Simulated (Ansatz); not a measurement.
# What LiZnF3 (model cell, started as cubic perovskite with Zn in the octahedra) distorts into, part 3 of 3

Aim: this structure of LiZnF3 (model cell, started as cubic perovskite with Zn in the octahedra) is to be tested for unstable modes, and one is followed downhill.

Ansatz 0.2.0; DFT PBEsol, scalar-relativistic, plane waves, PAW; PAW set soft_1.

So far. Step 5 (Energy along the mode, all amplitudes (two of the runs …): The lowest of the steps tried is the last one, at 0.6 Å, 48.7 meV/atom below the parent; the bottom of the well need not coincide with a step. Step 7 (The new phase in its own primitive cell): The largest force component left is 0.13 meV/Å and the pressure is 0.001 GPa, within the tolerances set. The cell now holds 13.03 Å³/atom. The relaxed cell has a = 5.574, c = 14.533 Å (conventional setting).

The structure was built from a prototype and need not be the compound's stable phase.

### Step 8. Modes of the new phase, k-mesh 6×6×6

A relaxed structure may still be a saddle point, so its zone-centre modes are computed. The response to a homogeneous field gives the Born charges and the dielectric tensor.

Contents of input.yaml:

```yaml
crystal:
  lattice:
    - [2.7868596475, 1.6089941677, 4.8442493698]
    - [-2.7868596475, 1.6089941677, 4.8442493698]
    - [0.0, -3.2179883354, 4.8442493698]
  atoms:
    - { symbol: Li, position: [0.8237618752, 0.8237618752, 0.8237618752] }
    - { symbol: Li, position: [0.1762381248, 0.1762381248, 0.1762381248] }
    - { symbol: Zn, position: [0.5, 0.5, 0.5] }
    - { symbol: Zn, position: [0.0, 0.0, 0.0] }
    - { symbol: F, position: [0.2494561033, 0.7821315337, 0.2494561033] }
    - { symbol: F, position: [0.7505438967, 0.2178684663, 0.7505438967] }
    - { symbol: F, position: [0.2494561033, 0.2494561033, 0.7821315337] }
    - { symbol: F, position: [0.7505438967, 0.7505438967, 0.2178684663] }
    - { symbol: F, position: [0.2178684663, 0.7505438967, 0.7505438967] }
    - { symbol: F, position: [0.7821315337, 0.2494561033, 0.2494561033] }
kpoints:
  mp_grid: { grid: [6, 6, 6] }
hamiltonian:
  xc: pbesol
  pseudopotentials: { kind: paw, azcp: { folder: soft_1 }, xc_functional: pbe }
scf:
  occupations: { method: fixed }
output:
  eigenvalues: true
phonons:
  method: dfpt
  dielectric: true
  rigid_motions: translations
```

Command:

```
ansatz run input.yaml --threads 4 --pin off --max-ram 16384MiB --backend cpu --events-out ev --progress --plain --runs-dir out
```

Numbers of over 12 decimals in the logs are rounded to 6 here.

What it wrote:

```text
[...]
Crystal: 10 atoms, lattice volume = 130.331 Å³
Basis set: ecut = 420 eV, 2555 PW (Γ), exchange–correlation on 80×80×80 points (8 copies of the dense FFT grid, shifted against one another)
Bands: 46, of which v1, the nominal top of the filled ones, is band 36 counted from 1 (35 counted from 0)
Symmetry: 12 space group operations
k-points: 112 of 216 (irreducible under 1 space group operation, time reversal used)
[...]
SCF iter   1: F=—  HF=-11787.215848 eV  |F-HF|=—  |Δ(HF+E_count)|=         —  Δρ=1.76e-1  dr2=2.45e1  ethr=3.10e-3  ⟨swp⟩=4.7  Hψ=21115  notcnv=0  defer=822
[...]
SCF iter  13: F=-11777.778928 eV  HF=-11777.778928 eV  |F-HF|=4.37e-11  |Δ(HF+E_count)|=   1.41e-9  Δρ=1.92e-7  dr2=4.37e-11  ethr=1.00e-12  ⟨swp⟩=14.7  Hψ=38799  notcnv=0
SCF 1 converged in 13 iterations: F = -11777.778928 eV  dr2 = 4.37e-11
[...]
NSCF: frozen V_eff on 6 k-points
DFPT response loops at Γ: preconditioner auto → none (the input reference at scf.mixing.eps_inf says where Resta's filter doesn't serve); β = 0.50; Broyden in place of MSR1
SCF converged after 13 iterations
Free energy (F): -11777.778928 eV
[...]
Internal energy: -11777.778928 eV  (E = F + TS)
E sigma→0 (E₀):  -11777.778928 eV
Fermi energy:    1.452504 eV
[...]
--- Band table (eV; the first three rows and the last of 112) ---
  k-point 0: bands = [... 32 lower, -0.0380, 0.1475, 1.4477, 1.4477, 5.0850, 9.2620, 9.7007, 11.4728, ... 6 higher]
  k-point 1: bands = [... 32 lower, -0.0409, 0.0754, 1.2782, 1.2964, 5.4511, 9.3787, 9.8031, 10.3416, ... 6 higher]
  k-point 2: bands = [... 32 lower, -0.1174, 0.0901, 0.8597, 0.9362, 6.3650, 8.8599, 9.7454, 10.0698, ... 6 higher]
  k-point 111: bands = [... 32 lower, 0.2228, 0.2228, 0.6514, 0.6514, 7.2896, 7.5775, 9.8036, 10.3113, ... 6 higher]
--- Phonons (Γ-DFPT): 8 representative perturbations + reference, on 112 of 216 k-points (Σ response iterations 32) ---
  k mesh reduced under 1 symmetry operation, with k and −k counted as one. Each operation leaves every solved perturbation unchanged. A smaller set is not considered because the run solves the response to a homogeneous field
  ASR residual: 1.430e-4 → 0.000e0 eV/Å²; symmetrization residual: 7.743e-6 eV/Å²
  ASR residual per site (eV/Å²): 3.64e-5 3.64e-5 4.72e-5 1.43e-4 9.32e-5 9.32e-5 9.48e-5 9.48e-5 9.32e-5 9.32e-5
  Γ frequencies (cm⁻¹): -120.31 -98.39 -98.39 0.00 0.00 0.00 75.46 75.46 84.43 167.51 167.51 177.16 224.10 224.10 236.80 236.80 260.88 267.62 294.54 294.54 301.18 301.18 338.54 338.54 387.59 426.94 426.94 431.60 468.86 543.08
  ε∞ (high-frequency dielectric tensor):
        2.160647     0.000000    -0.000000
       -0.000000     2.160647     0.000000
       -0.000000    -0.000000     2.176367
  softest optical mode at Γ: -120.31 cm⁻¹; the repairs (sum rule, projections) moved no ω² at Γ by more than (3.26 cm⁻¹)²
  Born effective charges Z* (e; rows j = field, columns β = displacement):
    site 0:
         1.09050   -0.00000   -0.00000
         0.00000    1.09050    0.00000
        -0.00000   -0.00000    0.98086
    site 1:
         1.09050   -0.00000   -0.00000
         0.00000    1.09050    0.00000
        -0.00000   -0.00000    0.98086
    site 2:
         2.36899   -0.00000   -0.00000
         0.00000    2.36899    0.00000
        -0.00000   -0.00000    2.02735
    site 3:
         2.07371   -0.00000   -0.00000
         0.00000    2.07371    0.00000
        -0.00000   -0.00000    2.60973
    site 4:
        -1.26282    0.27517   -0.37395
         0.27517   -0.94508    0.21590
        -0.33679    0.19444   -1.09980
    site 5:
        -1.26282    0.27517   -0.37395
         0.27517   -0.94508    0.21590
        -0.33679    0.19444   -1.09980
    site 6:
        -0.78622    0.00000    0.00000
         0.00000   -1.42169   -0.43180
         0.00000   -0.38889   -1.09980
    site 7:
        -0.78622    0.00000    0.00000
         0.00000   -1.42169   -0.43180
         0.00000   -0.38889   -1.09980
    site 8:
        -1.26282   -0.27517    0.37395
        -0.27517   -0.94508    0.21590
         0.33679    0.19444   -1.09980
    site 9:
        -1.26282   -0.27517    0.37395
        -0.27517   -0.94508    0.21590
         0.33679    0.19444   -1.09980
  Z* charge neutrality: 9.283e-5 e pre-enforcement
  k-mesh period / interband length: 33.4 Å / 1.03 Å = 32.55 at k = (0.0000, 0.0000, 0.0000), direct gap 3.637 eV — 14 or more, which is no proof of convergence
  optical modes at Γ without the LO–TO term, one row a degenerate level:
      ω (cm⁻¹)  modes    IR ((D/Å)²/amu)
       -120.31      1             0.0000
        -98.39      2             0.0000
         75.46      2             7.2236
         84.43      1             0.0000
        167.51      2             8.9435
        177.16      1             0.6331
        224.10      2             3.0787
[...]
optical modes at Γ + LO–TO along q̂ = [1.0000, 0.0000, 0.0000]:
      ω (cm⁻¹)  modes    IR ((D/Å)²/amu)
[...]
optical modes at Γ + LO–TO along q̂ = [0.0000, 1.0000, 0.0000]:
      ω (cm⁻¹)  modes    IR ((D/Å)²/amu)
[...]
optical modes at Γ + LO–TO along q̂ = [0.0000, 0.0000, 1.0000]:
      ω (cm⁻¹)  modes    IR ((D/Å)²/amu)
[...]
224.10      2             3.0787
        236.80      2             0.0000
        267.62      1             0.0000
        294.54      2             0.0000
        301.18      2             6.7942
        311.92      1             1.7095
        338.54      2             0.0000
        387.59      1             0.0000
        426.94      2            17.3577
        464.84      1             0.1969
        543.08      1             0.0000
        557.61      1            18.1975
```

Run time: 3.2 min. Hardware: 4 threads of Intel Xeon Platinum 8375C at 2.90GHz (Ice Lake), shared host; peak memory 2.9 GiB; 12 min of CPU time.

Numbers from this step:

```
sum-rule residual before enforcement                    : 1.43e-4 eV/Å²
miss of the charge sum rule                             : 9.28e-5 e
point group                                             : -3m
highest optical mode at the zone centre (no LO-TO term) : 543.1 cm⁻¹
lowest optical zone-centre mode                         : -120.3 cm⁻¹
mean high-frequency dielectric constant                 : 2.166
largest Born charge (third of the trace)                : 2.255 e
top of the zone-centre spectrum with the field          : 557.6 cm⁻¹
```

Without the LO-TO term. Patterns of degenerate modes are one choice out of their space. Modes at Γ, with each element's share of the kinetic energy (negative means imaginary):

| mode | frequency (cm⁻¹) | symmetry | Li % | Zn % | F % |
| --- | --- | --- | --- | --- | --- |
| 1 | -120.3 | A2g | 0 | 0 | 100 |
| 2 | -98.4 | Eg | 15 | 0 | 85 |
| 3 | -98.4 | Eg | 15 | 0 | 85 |
| 4 | 0.0 | acoustic | 5 | 51 | 44 |
| 5 | 0.0 | acoustic | 5 | 51 | 44 |
| 6 | 0.0 | acoustic | 5 | 51 | 44 |
| 7 | 75.5 | Eu | 35 | 12 | 53 |
| 8 | 75.5 | Eu | 35 | 12 | 53 |
| 9 | 84.4 | A1u | 0 | 0 | 100 |
| 10 | 167.5 | Eu | 1 | 46 | 53 |
| 11 | 167.5 | Eu | 1 | 46 | 53 |
| 12 | 177.2 | A2u | 10 | 70 | 21 |
| 13 | 224.1 | Eu | 2 | 58 | 39 |
| 14 | 224.1 | Eu | 2 | 58 | 39 |
| 15 | 236.8 | Eg | 6 | 0 | 94 |
| 16 | 236.8 | Eg | 6 | 0 | 94 |
| 17 | 260.9 | A2u | 2 | 59 | 38 |
| 18 | 267.6 | A1g | 18 | 0 | 82 |
| 19 | 294.5 | Eg | 4 | 0 | 96 |
| 20 | 294.5 | Eg | 4 | 0 | 96 |
| 21 | 301.2 | Eu | 55 | 25 | 20 |
| 22 | 301.2 | Eu | 55 | 25 | 20 |
| 23 | 338.5 | Eg | 75 | 0 | 25 |
| 24 | 338.5 | Eg | 75 | 0 | 25 |
| 25 | 387.6 | A1g | 82 | 0 | 18 |
| 26 | 426.9 | Eu | 1 | 8 | 90 |
| 27 | 426.9 | Eu | 1 | 8 | 90 |
| 28 | 431.6 | A2u | 68 | 10 | 22 |
| 29 | 468.9 | A2u | 14 | 10 | 76 |
| 30 | 543.1 | A1g | 0 | 0 | 100 |

Displacements in mode 1 (-120.3 cm⁻¹), the largest set to 1:
```
Li1  0.00  0.00  0.00
Li2  0.00  0.00  0.00
Zn3  0.00  0.00  0.00
Zn4  0.00  0.00  0.00
F5   0.50  0.87  0.00
F6  -0.50 -0.87  0.00
F7  -1.00  0.00  0.00
F8   1.00  0.00  0.00
F9  -0.50  0.87  0.00
F10  0.50 -0.87  0.00
```

Displacements in mode 17 (260.9 cm⁻¹), the largest set to 1:
```
Li1  0.00  0.00  0.45
Li2  0.00  0.00  0.45
Zn3  0.00  0.00 -0.16
Zn4  0.00  0.00  1.00
F5   0.25 -0.15 -0.54
F6   0.25 -0.15 -0.54
F7   0.00  0.29 -0.54
F8   0.00  0.29 -0.54
F9  -0.25 -0.15 -0.54
F10 -0.25 -0.15 -0.54
```

Optical modes at the zone centre, without and with the macroscopic field of the longitudinal modes; each column is sorted by frequency, so a row need not hold one and the same mode. Modes with and without the field, by row:

| rank among optical modes | no field (cm⁻¹) | q along (1, 0, 0) (cm⁻¹) | q along (0, 0, 1) (cm⁻¹) |
| --- | --- | --- | --- |
| 1 | -120.3 | -120.3 | -120.3 |
| 2 | -98.4 | -98.4 | -98.4 |
| 3 | -98.4 | -98.4 | -98.4 |
| 4 | 75.5 | 75.5 | 75.5 |
| 5 | 75.5 | 84.4 | 75.5 |
| 6 | 84.4 | 110.7 | 84.4 |
| 7 | 167.5 | 167.5 | 167.5 |
| 8 | 167.5 | 177.2 | 167.5 |
| 9 | 177.2 | 203.4 | 181.3 |
| 10 | 224.1 | 224.1 | 224.1 |
| 11 | 224.1 | 236.8 | 224.1 |
| 12 | 236.8 | 236.8 | 236.8 |
| 13 | 236.8 | 249.4 | 236.8 |
| 14 | 260.9 | 260.9 | 267.6 |
| 15 | 267.6 | 267.6 | 294.5 |
| 16 | 294.5 | 294.5 | 294.5 |
| 17 | 294.5 | 294.5 | 301.2 |
| 18 | 301.2 | 301.2 | 301.2 |
| 19 | 301.2 | 337.1 | 311.9 |
| 20 | 338.5 | 338.5 | 338.5 |
| 21 | 338.5 | 338.5 | 338.5 |
| 22 | 387.6 | 387.6 | 387.6 |
| 23 | 426.9 | 426.9 | 426.9 |
| 24 | 426.9 | 431.6 | 426.9 |
| 25 | 431.6 | 468.9 | 464.8 |
| 26 | 468.9 | 540.2 | 543.1 |
| 27 | 543.1 | 543.1 | 557.6 |

Born charge (rows field, columns displacement) (e), principal values of the symmetric part by kind of site:

| atom | atoms with these values | low | middle | high | mean |
| --- | --- | --- | --- | --- | --- |
| Li1 | 2 | 0.98 | 1.09 | 1.09 | 1.05 |
| Zn3 | 1 | 2.03 | 2.37 | 2.37 | 2.26 |
| Zn4 | 1 | 2.07 | 2.07 | 2.61 | 2.25 |
| F5 | 6 | -1.70 | -0.82 | -0.79 | -1.10 |

In full for Zn3:

```
2.37 0.00 0.00
0.00 2.37 0.00
0.00 0.00 2.03
```

High-frequency dielectric tensor:

```
2.16 0.00 0.00
0.00 2.16 0.00
0.00 0.00 2.18
```

Transverse modes; imaginary modes are left out. Infrared lines, with heights relative to the strongest:

| position (cm⁻¹) | label | relative intensity |
| --- | --- | --- |
| 76 | Eu | 42 |
| 84 | A1u | 0.0 |
| 168 | Eu | 52 |
| 177 | A2u | 3.6 |
| 224 | Eu | 18 |
| 237 | Eg | 0.0 |
| 261 | A2u | 43 |
| 268 | A1g | 0.0 |
| 294 | Eg | 0.0 |
| 301 | Eu | 39 |
| 338 | Eg | 0.0 |
| 388 | A1g | 0.0 |
| 427 | Eu | 100 |
| 432 | A2u | 63 |
| 469 | A2u | 6.3 |
| 543 | A1g | 0.0 |

Before it was imposed, the acoustic sum rule was missed by 1.4e-4 eV/Å² and the charge sum rule by 9.3e-5 e. Small misses are needed for a sound result but don't prove that mesh and cutoff are converged. The lowest optical mode is imaginary, 120.3i cm⁻¹, so the energy falls along it.

### Step 9. Results

| Quantity | Value |
| --- | --- |
| unstable mode of the parent | q = (-0.5, -0.5, -0.5), 220i cm⁻¹ |
| depth at the lowest point sampled | 48.7 meV/atom |
| largest atomic shift at that point | 0.6 Å |
| space group reached (within 0.01 Å) | R-3m |
| energy gained over the parent (first relaxation, on the mesh of the frozen mode) | 89.6 meV/atom |
| volume per atom, phase reached | 13.0 Å³ |
| gap on the k-mesh, phase reached | 3.63 eV |
| lowest optical zone-centre mode, phase reached | -120 cm⁻¹ |
| highest optical mode at the zone centre (no LO-TO term), phase reached | 543 cm⁻¹ |

**Reading.** Along this mode the structure falls into R-3m, 89.6 meV/atom below the parent. At the parent's cell the well is 48.73 meV/atom deep on the steps tried, with its lowest point at a shift of 0.6 Å. That is the last step tried, so the steps alone don't bracket the bottom of the well. Relaxing atoms and cell changes the gain by +40.92 meV/atom against the lowest step (energies at zero smearing). The new phase still has an imaginary mode at the zone centre of its cell, so it is a saddle point on the way to a lower structure. Of the 6 patterns followed to their end from this parent, this one ends 102 meV/atom above the lowest, Imma. Each path keeps the symmetry of its pattern, so a lower phase may lie along a pattern not tried. The PAW files were made for PBE and serve the other functionals too. The starting cell was built on a prototype and not taken from a measurement, so the phase need not exist.

[Logs are printed without paths, hosts, clocks, repeated set-up lines and the standing remarks that a program may print on its own settings, such as how far it seeks lower states.]

[Hosts, paths, dates, database ids (printed as entryN), source tags and the programs' standing remarks are cut or masked in the printed files.]
